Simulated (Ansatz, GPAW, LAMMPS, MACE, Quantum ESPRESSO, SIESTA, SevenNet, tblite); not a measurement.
# How far do other methods lie from plane waves? Rapidly quenched Si24Mg76 (at. %) (110 atoms)

Aim: forces, pressure of rapidly quenched Si24Mg76 (at. %) (110 atoms) at one geometry, from other programs and methods, against plane-wave PBE.

Results are calculated, not measured.

**1. The cell**

The cell holds 110 atoms (26 Si and 84 Mg), with edges of 13.53, 13.53 and 13.53 Å. Recipe: 110 atoms (26 Si, 84 Mg) placed at random at 1.75 g/cm³, melted at 2000 K for 10 ps at fixed volume with the MEAM Al-Si-Mg-Cu-Fe potential (Jelinek et al., Phys. Rev. B 85, 245102 (2012)). Quenched from 2000 K to 300 K at 5 K/ps and zero pressure, held 5 ps. The density is 1.86 g/cm³.

**2. The reference input**

Quantum ESPRESSO 7.5: Kohn-Sham DFT, PBE, SSSP efficiency 1.3.0 pseudopotentials, plane waves. Its input, pw.in:

```
&control
  calculation = 'scf'
  pseudo_dir = './pseudo'
  outdir = './tmp'
  disk_io = 'none'
  tprnfor = .true.
  tstress = .true.
/
&system
  ibrav = 0
  nat = 110
  ntyp = 2
  ecutwfc = 45
  ecutrho = 360
  nosym = .true.
  occupations = 'smearing'
  smearing = 'fd'
  degauss = 0.003675
/
&electrons
  conv_thr = 5.5e-07
  electron_maxstep = 100
  mixing_beta = 0.2
  mixing_mode = 'local-TF'
  diagonalization = 'david'
/
ATOMIC_SPECIES
Si 28.085 Si.upf
Mg 24.305 Mg.upf
CELL_PARAMETERS angstrom
13.53281 0.00000 0.00000
0.00000 13.53281 0.00000
0.00000 0.00000 13.53281
ATOMIC_POSITIONS crystal
Si 0.18935 0.90724 0.70920
Si 0.46053 0.92982 0.67330
Si 0.95812 0.68458 0.86598
Si 0.48949 0.54019 0.70396
[... 104 atom lines left out ...]
Mg 0.23500 0.59271 0.12404
Mg 0.74577 0.03211 0.27999
K_POINTS gamma
```

```console
$ OMP_NUM_THREADS=1 pw.x -in pw.in > output.txt
```

Wall time 16 min (1 thread of Arm Neoverse V2, shared host); peak memory 5.5 GiB.

It converged with an r.m.s. force component of 0.33 eV/Å and a pressure of -1.4 GPa.

**3. The other programs**

- GPAW 26.7.0: PAW with atomic orbitals (LCAO), plane waves or a real-space grid of spacing h.
- MACE: machine-learned potential, published weights.
- SIESTA 5.4.2: numerical atomic orbitals, whose automatically made sets are far from complete, with PseudoDojo norm-conserving potentials that we converted to its format (checked against plane waves on the same files for H, C, O, Si, Ge and Ca alone); labels give functional, basis size, energy shift and mesh cutoff.
- SevenNet: machine-learned potential, published weights.

All use the same cell and atoms, and the electronic-structure runs the same k-mesh.

**4. All runs compared**

Differences are against the reference: forces as r.m.s. over components, share as that over the reference's r.m.s. force, slope as the fitted ratio of a run's forces to the reference's.

```
                                                 run  Δ force, r.m.s. (meV/Å)  share (%)  slope  Δ pressure (GPa)  cores  CPU time  memory (GiB)
                                           reference                        -          -      -                 -      1    16 min           5.5
                         GPAW PBE, LCAO dzp, h 0.2 Å                     37.6       11.3  1.050                 -      2    19 min           3.7
               GPAW PBE, LCAO dzp, h 0.22 Å (coarse)                     37.5       11.3  1.050                 -      1    14 min           2.1
           GPAW PBE, LCAO szp(dzp), h 0.2 Å (coarse)                     56.0       16.8  1.051                 -      1    10 min           2.7
                      GPAW revPBE, LCAO dzp, h 0.2 Å                     53.6       16.1  1.093                 -      2    20 min           3.7
                         MACE MP-0b2 small potential                      110       33.1  0.809            0.0762      1     5.9 s          0.66
                        MACE MP-0b3 medium potential                      107       32.3  0.803           -0.0685      1       7 s           1.0
SIESTA PBE, DZP, shift 0.01 Ry, mesh 100 Ry (coarse)                      193       58.0  1.260              1.93      2   1.7 min          0.71
         SIESTA PBE, DZP, shift 0.01 Ry, mesh 500 Ry                      130       39.0  1.261              1.34      2    11 min           3.2
SIESTA PBE, SZP, shift 0.01 Ry, mesh 500 Ry (coarse)                      131       39.4  1.245              1.61      2     9 min             3
         SIESTA PBE, TZP, shift 0.01 Ry, mesh 500 Ry                      111       33.4  1.233             0.765      4    13 min           3.9
                             SevenNet l3i5 potential                      103       30.8  0.861            -0.252      1     8.2 s           1.2
```

Rows marked coarse were listed beforehand as settings not expected to be converged; some can still land near the reference.

Times of the machine-learned potentials are mostly Python's start and the loading of weights.

Runs without a result: tblite GFN1-xTB (not converged).

CPU time is summed over cores on shared hosts, so it is rough.

**5. Findings**

Forces lie from 11 % (GPAW PBE, LCAO dzp, h 0.22 Å, coarse) to 58 % (SIESTA PBE, DZP, shift 0.01 Ry, mesh 100 Ry, coarse) of the reference's r.m.s. force of 0.33 eV/Å away from it. The PBE runs in local orbitals, coarse settings apart, differ by 11 % (GPAW PBE, LCAO dzp, h 0.2 Å) to 39 % (SIESTA PBE, DZP, shift 0.01 Ry, mesh 500 Ry); basis, grid and potentials can all enter. Machine-learned potentials differ by 31 % (SevenNet l3i5 potential) to 33 % (MACE MP-0b2 small potential); they were trained on other programs' data. Among those trained on PBE data the slope goes as low as 0.80. Rows with another functional or a dispersion term differ by 16 % (GPAW revPBE, LCAO dzp, h 0.2 Å), which mixes the change of model with differences of basis and potentials.

Runs with settings chosen to be coarse differ by 11 % (GPAW PBE, LCAO dzp, h 0.22 Å) to 58 % (SIESTA PBE, DZP, shift 0.01 Ry, mesh 100 Ry), their programs' other errors included. SIESTA PBE, DZP, shift 0.01 Ry, mesh 500 Ry stiffens the forces by a factor of 1.26 while following their directions (correlation 0.975); the slopes of the 4 SIESTA runs lie between 1.23 and 1.26. From GPAW PBE, LCAO dzp, h 0.22 Å to the finer GPAW PBE, LCAO dzp, h 0.2 Å the share goes from 11.3 to 11.3 %, so the grid isn't what parts these runs from the reference. From SIESTA PBE, DZP, shift 0.01 Ry, mesh 100 Ry to the finer SIESTA PBE, DZP, shift 0.01 Ry, mesh 500 Ry the share falls from 58 to 39 %. Pressures at PBE, coarse settings apart, lie +0.76 to +1.34 GPa from the reference's.

**Limits.** The potentials hold different valence shells: 272 electrons in the reference, 944 in GPAW and 944 in SIESTA; this bears on time and differences. The reference's pressure holds the uncorrected Pulay stress of its 45 Ry basis, so small pressure differences may be the reference's own error. Machine-learned potentials mimic data converged in k, so the reference's own k-point error enters their differences. The quench rate of 5 K/ps is many orders above laboratory rates, so the cell is likely richer in defects and strain than a real sample. The network of bonds at the start is that of the classical potential that made the cell, and needn't be the one that DFT or experiment would give. The electronic-structure runs sample only Γ, in a cell whose shortest periodic width is 14 Å, which is coarse for a cell with partly filled levels. Where levels are smeared, the DFT runs use Fermi–Dirac occupations at 580 K (0.05 eV), and energies are free energies. The reference's cutoffs and mesh weren't converged further here.

[Logs are printed without paths, hosts, clocks, repeated set-up lines and the standing remarks that a program may print on its own settings, such as how far it seeks lower states.]

[Hosts, paths, dates, database ids (printed as entryN), source tags and the programs' standing remarks are cut or masked in the printed files.]

[Cells were taken only where this reference lay near another plane-wave run.]
